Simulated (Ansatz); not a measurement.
# Convergence of a linear-scaling basis for TiSi2(101) slab (72 atoms), part 2 of 2

Aim: test how closely localised support functions follow the reference on TiSi2(101) slab (72 atoms), and at what cost. A setting counts as converged where the r.m.s. difference of forces stays under 1 % of the r.m.s. force.

Ansatz 0.2.0; Kohn-Sham DFT, PBE, PAW (set soft_2), plane waves.

The cell: 24 Ti and 48 Si. Beside vacuum, support functions can miss their usual error bounds without a warning.

So far. Step 11 (Support functions medium, spacing 0.183 Å): Forces differ from the reference by 0.26 meV/Å r.m.s., 0.064 % of their size, well within a tolerance of 1 %; the energy by -0.87 meV/atom. The two runs also began from different starting densities, which bears on cycles and time.

The database entry behind the starting cell is an old determination (1939), so it need not match the best structure at ambient conditions.

## Step 13: What the reference run shows (continued)

Electrostatic potential energy in the ca plane at fractional y = 0.016, with atoms of Ti and Si within 0.2 Å of it. With pseudopotentials it is smooth inside the atoms' cores, unlike the true potential.

Values in eV, 12 rows by 16 columns, each cell a mean:
```
  9   9   9   9   8  -1  -4   5   4 -20 -39   1   5   3  -6   3
  9   9   9   9   7 -25 -33   4   5 -13 -30   3   5 -11 -41  -1
  9   9   9   9   7 -19 -26   2   2   4   1   4   0  -9 -36   0
  9   9   9   9   8   3   2   3   2   0  -6   3   0   3  -1   4
  9   9   9   8   7  -1  -3   5   4 -19 -39   1   4   2  -7   3
  9   9   9   8   5 -20 -25   3   5 -14 -32   2   6 -11 -30  -2
  9   9   9   8   5 -19 -24   2   3   3   1   4   3  -9 -28  -1
  9   9   9   8   7   0  -1   3   2  -1  -7   3   2   3  -2   3
  9   9   9   9   8  -1  -3   5   4 -16 -30   0   5   2  -8   3
  9   9   9   9   7 -25 -32   4   5 -12 -26   2   6 -11 -43  -2
  9   9   9   9   7 -20 -26   3   3   3  -1   4   2  -7 -34   0
  9   9   9   9   8   2   1   4   2   0  -6   4   2   4   0   4
```
Columns run along c (16.0 Å, from fractional 0.05 to 0.70 of the cell; values clipped at the 3rd and 97th percentile), rows up along a (8.2 Å). Atoms in or near the plane, at fractional coordinates: Ti at (0.29, 0.49), Si at (0.29, 0.83), Si at (0.29, 0.17), Ti at (0.46, 0.25), Si at (0.46, 0.58), Si at (0.46, 0.92), Ti at (0.63, 0.50), Si at (0.63, 0.83), Si at (0.63, 0.17).

Valence density in the ca plane at fractional y = 0.016, with atoms of Ti and Si within 0.2 Å of it. It is the smooth field of the valence electrons, not physical close to the nuclei.

Ten steps, logarithmic in the rise over the least value, from '0' (0.0 e/Å³) to '9' (9.5 e/Å³), each cell a mean:
```
32222222332233322222222222223211000000000000
33222222332123322222333332222211000000000000
23322222332233322223332233222111000000000000
23332222233333222223321233222211000000000000
33332222222322223333332333322221000000000000
33333332222222233333333333333321000000000000
32223332233333333332233322333321000000000000
22222322333233333322222222333321000000000000
43222222332123322222244432233221000000000000
75322222332123222222478752222211000000000000
97422222233333222222599963222211000000000000
97433222223332222223589963222211000000000000
75333332222222223332367642333321000000000000
32223333223332233332233322333321000000000000
22222333346763233322222222233321000000000000
32222222369985322222233332223221000000000000
33222222379995222222333332222211000000000000
23322222358874222222321233222211000000000000
23322222234542222223321233222211000000000000
33333332222222223333333333222211000000000000
33223332223332233332233332233221000000000000
22222333333333323322222222233221000000000000
```
Columns run along c (16.0 Å, from fractional 0.30 to 0.95 of the cell), rows up along a (8.2 Å). Atoms in or near the plane, at fractional coordinates: Ti at (0.46, 0.25), Si at (0.46, 0.58), Si at (0.46, 0.92), Ti at (0.63, 0.50), Si at (0.63, 0.83), Si at (0.63, 0.17).

Mean Löwdin charges: Si -0.11, Ti +0.44 e (they miss 1.1 % of the electrons, so they add up to more than the cell's charge). Charges this small depend on the projection, at times even in sign. Within 0.4 eV of the Fermi level the largest share is Ti d (63 % of the projected weight). The potential stands 4.21 eV above the Fermi level over the upper face and 4.20 eV under the lower one, a reading of the work function, with no dipole correction.

## Step 14: Distances and neighbours

These statistics describe the geometry on which the runs were made.

Normalised to the volume that the atoms fill. g(r), total and by pair (bins of 0.1 Å):

```tsv
r (Å)	total	Si-Si	Si-Ti	Ti-Ti
2.25	0.00	0.00	0.00	0.00
2.35	0.11	0.12	0.12	0.00
2.45	0.91	0.34	1.71	0.00
2.55	4.77	3.85	6.87	0.00
2.65	1.75	1.18	2.75	0.00
2.75	5.64	4.41	8.29	0.00
2.85	1.00	0.69	1.56	0.00
2.95	0.00	0.00	0.00	0.00
3.05	0.13	0.15	0.00	0.59
3.15	1.91	2.85	0.00	5.81
3.25	1.95	2.99	0.00	5.59
3.35	0.00	0.00	0.00	0.00
3.45	0.00	0.00	0.00	0.00
3.55	0.00	0.00	0.00	0.00
3.65	0.00	0.00	0.00	0.00
3.75	0.00	0.00	0.00	0.00
3.85	0.00	0.00	0.00	0.00
3.95	0.00	0.00	0.00	0.00
4.05	0.02	0.00	0.04	0.00
4.15	1.57	1.24	2.28	0.00
4.25	2.46	1.89	3.63	0.00
4.35	0.24	0.04	0.52	0.00
4.45	1.07	0.95	1.47	0.00
4.55	0.87	0.77	1.01	0.66
4.65	1.43	2.08	0.07	4.25
4.75	1.82	2.65	0.00	5.78
4.85	1.37	2.13	0.00	3.78
4.95	0.57	0.86	0.00	1.71
5.05	0.00	0.00	0.00	0.00
5.15	0.00	0.00	0.00	0.00
5.25	0.08	0.05	0.12	0.00
5.35	1.47	1.09	2.22	0.00
5.45	1.92	1.36	2.95	0.00
5.55	1.86	1.44	2.75	0.00
5.65	1.28	1.00	1.88	0.00
5.75	0.03	0.04	0.02	0.00
5.85	0.30	0.38	0.00	1.13
5.95	0.70	1.12	0.00	1.81
6.05	0.05	0.06	0.00	0.23
6.15	0.00	0.00	0.00	0.00
6.25	0.13	0.05	0.25	0.00
6.35	1.06	0.76	1.62	0.00
6.45	0.69	0.57	0.98	0.00
6.55	1.79	1.54	2.30	0.71
```

A closer look about Ti26, which bears the longest force among the free atoms: 11 atoms, nearest first, numbered in the order of the input, with positions taken from that point.

```tsv
atom	x	y	z	distance (Å)	Löwdin charge (e)	Fx	Fy	Fz (eV/Å)
Ti26	0.00	0.00	0.00	0.00	0.38	-0.06	-1.66	-0.52
Si39	-0.67	2.34	0.02	2.43	-0.07	-0.50	0.61	-0.35
Si64	0.66	1.19	2.07	2.47	-0.06	0.32	0.07	0.49
Si38	0.69	-1.35	-2.14	2.62	-0.10	0.38	-0.09	0.57
Si37	-0.68	-2.55	0.00	2.63	-0.10	-0.02	0.46	-0.35
Si33	-1.37	1.09	-2.08	2.72	-0.08	0.26	-0.16	0.09
Si43	2.73	-0.04	0.02	2.73	-0.09	0.23	-0.07	-0.31
Si44	1.40	1.11	-2.09	2.75	-0.08	-0.26	-0.25	-0.06
Si34	-2.76	-0.09	-0.02	2.76	-0.08	-0.11	-0.10	-0.24
Si68	1.36	-1.25	2.07	2.77	-0.08	-0.09	-0.11	0.02
Si57	-1.41	-1.29	2.06	2.81	-0.07	0.31	0.62	0.26
```

## Step 15: What came out

* free energy per atom: -1257.3671 eV/atom
* r.m.s. force component: 0.415 eV/Å
* potential in mid-vacuum, over the Fermi level: 4.208 eV
* wall time of the 10 DFT runs: 28 min

What this shows: Against plane waves at 420 eV, the forces differ by 0.30 meV/Å (0.072 %) with support functions medium, and by 0.20 meV/Å in the closest run (support functions high). Differences between support functions and plane waves include what basis error the plane-wave run still has. As the typed spacing goes from 0.183 to 0.343 Å, the force difference goes from 0.26 to 84 meV/Å, and the time from 3.3 min to 1.7 min.

35 levels are partly filled, by over 2 % (on the run's k-points): no clear gap opens at this level. Levels of broken or missing bonds inside a gap of the host would look the same. The potential stands 4.21 eV above the Fermi level over the upper face and 4.20 eV under the lower one, a reading of the work function, with no dipole correction.

Caveats: The geometry was built by rule, was displaced at random and isn't relaxed at this level: its force components are 0.42 eV/Å r.m.s.

[Logs are printed without paths, hosts, clocks, repeated set-up lines and the standing remarks that a program may print on its own settings, such as how far it seeks lower states.]

[Hosts, paths, dates, database ids (printed as entryN), source tags and the programs' standing remarks are cut or masked in the printed files.]
